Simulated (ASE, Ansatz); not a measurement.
# Convergence of a linear-scaling basis for twisted h-AlN/h-SiC alternating trilayer, 38.21° (42 atoms), part 2 of 2

Wanted: errors and times of a linear-scaling basis for twisted h-AlN/h-SiC alternating trilayer, 38.21° (42 atoms). A setting counts as converged where the r.m.s. difference of forces stays under 1 % of the r.m.s. force.

Ansatz 0.2.0; Kohn-Sham DFT, PBE+D3(BJ), PAW (set soft_2), plane waves.

The cell: 14 Al, 14 N, 7 Si and 7 C. Beside vacuum, support functions can miss their usual error bounds without a warning. Sampling is at Γ alone, for a cell whose shortest periodic width is 7 Å.

So far. Step 2 (Plane-wave single point): Valence density in the ca plane at fractional y = 0.044, with atoms of N and C within 0.2 Å of it. It is the smooth field of the valence electrons, not physical close to the nuclei.

## Step 3: Local order

These statistics describe the geometry on which the runs were made.

Normalised to the volume that the atoms fill. Pair distribution functions g(r), in bins of 0.2 Å:

```
r (Å)  total  Al-Al  Al-N  Al-C  Al-Si   N-N   N-C
 1.70   2.54   0.00  7.95  0.00   0.00  0.00  0.00
 1.90   1.80   0.00  5.10  0.00   0.00  0.00  0.00
 2.10   0.00   0.00  0.00  0.00   0.00  0.00  0.00
 2.30   0.00   0.00  0.00  0.00   0.00  0.00  0.00
 2.50   0.00   0.00  0.00  0.00   0.00  0.00  0.00
 2.70   0.00   0.00  0.00  0.00   0.00  0.00  0.00
 2.90   0.00   0.00  0.00  0.00   0.00  0.00  0.00
 3.10   2.98   8.67  0.00  0.00   0.40  8.65  0.40
 3.30   0.58   0.00  0.00  1.14   1.41  0.00  1.58
 3.50   1.05   0.00  2.12  1.01   0.68  0.00  0.51
 3.70   1.15   0.00  1.14  1.80   1.55  0.00  1.69
 3.90   0.53   0.00  0.00  0.76   1.67  0.00  1.53
 4.10   0.27   0.00  0.00  1.20   0.00  0.00  0.00
 4.30   0.33   0.00  0.00  1.50   0.00  0.00  0.00
 4.50   0.54   0.00  0.00  0.00   2.43  0.00  2.43
 4.70   1.71   0.00  3.71  0.99   1.06  0.00  1.06
 4.90   0.33   0.00  0.00  1.58   0.00  0.00  0.00
 5.10   0.21   0.00  0.00  0.15   0.82  0.00  0.82
 5.30   1.20   1.94  0.00  0.73   1.78  1.80  1.78
 5.50   0.51   0.95  0.00  0.80   0.00  1.09  0.00
 5.70   0.42   0.00  0.00  1.16   0.75  0.00  0.74
 5.90   0.15   0.00  0.00  0.65   0.06  0.00  0.00
 6.10   0.40   0.05  0.00  0.37   1.26  0.05  1.32
 6.30   1.25   2.46  0.00  0.91   1.23  2.46  1.23
 6.50   0.83   0.00  2.42  0.33   0.00  0.00  0.00
 6.70   0.48   0.00  0.55  1.07   0.54  0.00  0.54
 6.90   0.36   0.00  0.00  0.43   1.08  0.00  1.25
 7.10   0.64   1.68  0.55  0.08   0.41  1.68  0.24
```

Bonds by pair of elements; cutoffs follow the first minimum of g(r), held within bounds set by covalent radii, and pairs that aren't listed don't count as bonded:

```
pair A-B  cutoff (Å)  bonds  mean length (Å)  spread (Å)  shortest (Å)  B about A  A about B
    Al-N        2.25     42             1.80       0.015          1.77          3          3
    C-Si        2.23     21             1.80       0.017          1.77          3          3
```

How many atoms have how many bonded neighbours:

```
element  mean   3
     Al     3  14
      C     3   7
      N     3  14
     Si     3   7
```

Bond angles, per cent of each kind in bins of 5°:

```
angle (°)  Al-N-Al  N-Al-N  Si-C-Si  C-Si-C
  115–120     52.4    45.2     42.9    57.1
  120–125     47.6    54.8     57.1    42.9
```

Bond angles (no mean is given where the spread exceeds 20°):

```
  angle  count  mean (°)  spread (°)
Al-N-Al     42       120         0.8
 N-Al-N     42       120         0.9
Si-C-Si     21       120         0.8
 C-Si-C     21       120         0.8
```

Counting bonds as in the table, all Al atoms have 3, all C atoms have 3, all N atoms have 3 and all Si atoms have 3 bonded neighbours. The Al-N-Al angle averages 120° with a spread of 0.8°.

A closer look about N32, which bears the longest force: 10 atoms, nearest first, numbered in the order of the input, with positions taken from that point.

```
atom      x      y      z  distance (Å)  bonds  Löwdin charge (e)     Fx     Fy  Fz (eV/Å)
 N32   0.00   0.00   0.00          0.00      3              -1.08   1.06   0.17       0.28
Al29  -0.57  -1.68   0.00          1.77      3               1.13   0.35  -0.92      -0.16
Al31  -1.15   1.35   0.02          1.77      3               1.12  -0.24   0.61       0.01
Al35   1.80   0.34   0.00          1.83      3               1.13  -0.92   0.29       0.04
 N40  -2.32  -2.04   0.01          3.09      3              -1.08  -0.36   0.12       0.16
 N42  -2.92   1.03  -0.01          3.10      3              -1.07  -0.21  -0.53       0.37
 N36   2.95  -1.02  -0.01          3.12      3              -1.08   0.47  -0.17       0.46
 N34  -0.57   3.07   0.01          3.12      3              -1.07   0.23  -0.24       0.26
 N38   2.37   2.05   0.00          3.13      3              -1.08   0.02  -0.34       0.19
 N30   0.61  -3.07   0.01          3.13      3              -1.07  -0.44   0.40       0.15
```

The column of bonds counts only the pairs Al-N within 2.25 Å, C-Si within 2.23 Å; other neighbours, such as metal atoms beside each other in a compound, aren't counted, and periodic images can show an atom twice.

## Step 4: Support functions medium

The cell is solved in localised support functions.

This step: Kohn-Sham DFT, PBE+D3(BJ), PAW (set soft_2), localised support functions (medium) (Ansatz 0.2.0).

File input.yaml:

```yaml
crystal:
  lattice:
    - [8.2415, 0.0, 0.0]
    - [-4.12075, 7.13735, 0.0]
    - [0.0, 0.0, 20.35]
  atoms:
    [... the 42 atom lines of step 2 ...]
kpoints:
  mp_grid: { grid: [1, 1, 1] }
hamiltonian:
  xc: pbe
  dispersion: d3bj
scf:
  occupations: { method: fixed }
  eigensolver: { kind: { support_functions: { accuracy: medium } } }
  mixing: { beta: 0.4 }
  max_iter: 150
output:
  forces: true
  eigenvalues: true
```

On the command line:

```
$ ansatz run input.yaml --threads 8 --pin off --max-ram 15872MiB --backend cpu --events-out ev --progress --plain --runs-dir out
```

Numbers of over 12 decimals in the logs are rounded to 6 here.

The log of the run:

```text
Warning: scf.eigensolver.kind.support_functions: disabling space-group detection — the functions' gradient is summed over unrotated k-points, so no spatial operation reduces the k-mesh or symmetrises the density; time reversal is kept, so that k and −k are solved as one point where they differ and the mesh holds both, and exact exchange and, on two spinor components, a DFT+U term hold to it where the run has them: [...]
settings of this run that can trade accuracy for cost: scf.eigensolver.kind.support_functions [...]
[...]
Crystal: 42 atoms, lattice volume = 1197.037 Å³
Basis set: ecut = 420 eV, 23439 PW (Γ), exchange–correlation on 120×120×288 points (8 copies of the dense FFT grid, shifted against one another)
Bands: 101, of which v1, the nominal top of the filled ones, is band 84 counted from 1 (83 counted from 0)
Symmetry: 1 space group operations
k-points: 1
[...]
SCF iter   1: F=—  HF=-19176.246312 eV  |F-HF|=—  |Δ(HF+E_count)|=         —  Δρ=1.13e-1  dr2=2.04e2  ethr=1.00e-1
[...]
SCF iter  16: F=-19136.585425 eV  HF=-19136.585425 eV  |F-HF|=2.78e-9  |Δ(HF+E_count)|=   1.00e-7  Δρ=1.03e-6  dr2=1.09e-8  ethr=8.40e-10
SCF 1 converged in 16 iterations: F = -19136.585842 eV  dr2 = 1.09e-8
[...]
SCF converged after 16 iterations
Stability not checked: this state was not tested for a lower state beside it, because the mixer in use, unlike msr1, does not test its closes by its own steps (another_mixer; see scf.mixing.algorithm and scf.lower_state_search)
Free energy (F): -19136.585842 eV
[...]
Internal energy: -19136.585842 eV  (E = F + TS)
E sigma→0 (E₀):  -19136.585842 eV
Fermi energy:    -0.382859 eV
[...]
--- Forces (eV/Å), atoms counted from 1 ---
  atom   1  Al     0.09842220     0.17803064     0.12409156
  atom   2  N     -0.05924618    -0.71057897    -0.13679445
  atom   3  Al     0.00079459     0.34103605    -0.11621674
  atom   4  N      0.46607401    -0.38672825    -0.24155898
  atom   5  Al     0.16670866     0.57559722    -0.00193413
  atom   6  N     -0.36834765    -0.17614603    -0.27144369
  atom   7  Al    -0.50459899    -0.49829090    -0.12560859
  atom   8  N     -0.47703613    -0.56558951    -0.41483632
  atom   9  Al     0.19209792     0.40301495     0.10645404
  atom  10  N      0.04382330     0.53837940    -0.08998648
  atom  11  Al     0.49826439     0.18798479    -0.14051957
  atom  12  N      0.10855040    -0.21351883    -0.11124112
  atom  13  Al     0.34203263    -0.14807670     0.02641503
  atom  14  N     -0.52032382     0.46846246    -0.21414385
[...]
atom  41  Al    -0.05754981     0.24950237    -0.22962848
  atom  42  N     -0.21183315    -0.53467557     0.36613373
  max |Σ_I F_I| component: 1.07e-3 eV/Å
--- Band table (eV) ---
[...]
```

The job ended after 36 s (8 threads of Arm Neoverse V2, shared host; peak memory 2.9 GiB; 4.6 min of CPU time).

The program notes that the band table was not solved further than the SCF left it and it switched symmetry off.

Keys that differ from the reference: support_functions.accuracy = "medium", scf.max_iter = 150 and scf.mixing.beta = 0.4.

Forces differ from the reference by 0.21 meV/Å r.m.s., 0.059 % of their size, well within a tolerance of 1 %; the energy by -2.5 meV/atom.

## Step 5: Cost against change

Differences are against the plane-wave reference (Kohn-Sham DFT, PBE+D3(BJ), PAW (set soft_2), plane waves), whose r.m.s. force component is 0.361 eV/Å. Energies are set beside the reference only for runs with its functional, potentials and electron count. Times are for 8 threads of Arm Neoverse V2, shared host. The reference's time includes the DOS and grids, which some other runs skip.

```
                     run  Δ force, r.m.s. (meV/Å)  share of r.m.s. force (%)  Δ energy (meV/atom)  Δ gap (eV)  cycles  time  host memory (GiB)
               reference                        -                          -                    -           -       8   3 s                1.0
support functions medium                    0.214                     0.0594                -2.53      7.0e-4      16  36 s                2.9
```

## Step 6: Results

```yaml
free_energy_per_atom: -455.6305 eV/atom
r_m_s_force_component: 0.3606 eV/Å
spacing_of_highest_filled_and_lowest_empty_level: 2.533 eV
potential_in_mid_vacuum_over_the_fermi_level: 5.231 eV
wall_time_of_the_2_dft_runs: 39 s
```

Against plane waves at 420 eV, the forces differ by 0.21 meV/Å (0.059 %) with support functions medium. At 42 atoms the run with support functions medium takes roughly 12 times the time of plane waves (whose run also made extra analyses, so the like-for-like ratio is larger), in 16 SCF cycles against 8. Differences between support functions and plane waves include what basis error the plane-wave run still has.

The highest filled and lowest empty levels differ by 2.53 eV at Γ alone; the mesh holds the band edges only if they fold onto it, so the gap at this level can be narrower or closed, while semilocal functionals tend to narrow gaps against experiment. The potential stands 5.21 eV above the highest filled level over the upper face and 5.25 eV under the lower one, a reading of the ionisation potential at this level on the run's k-points, but a rough one: there is no dipole correction, and the values are taken inside the vacuum, not at the faces. Counting bonds as in the table, all Al atoms have 3, all C atoms have 3, all N atoms have 3 and all Si atoms have 3 bonded neighbours.

Caveats: The geometry was built by rule, was displaced at random and isn't relaxed at this level: its force components are 0.36 eV/Å r.m.s.

[Logs are printed without paths, hosts, clocks, repeated set-up lines and the standing remarks that a program may print on its own settings, such as how far it seeks lower states.]

[Hosts, paths, dates, database ids (printed as entryN), source tags and the programs' standing remarks are cut or masked in the printed files.]
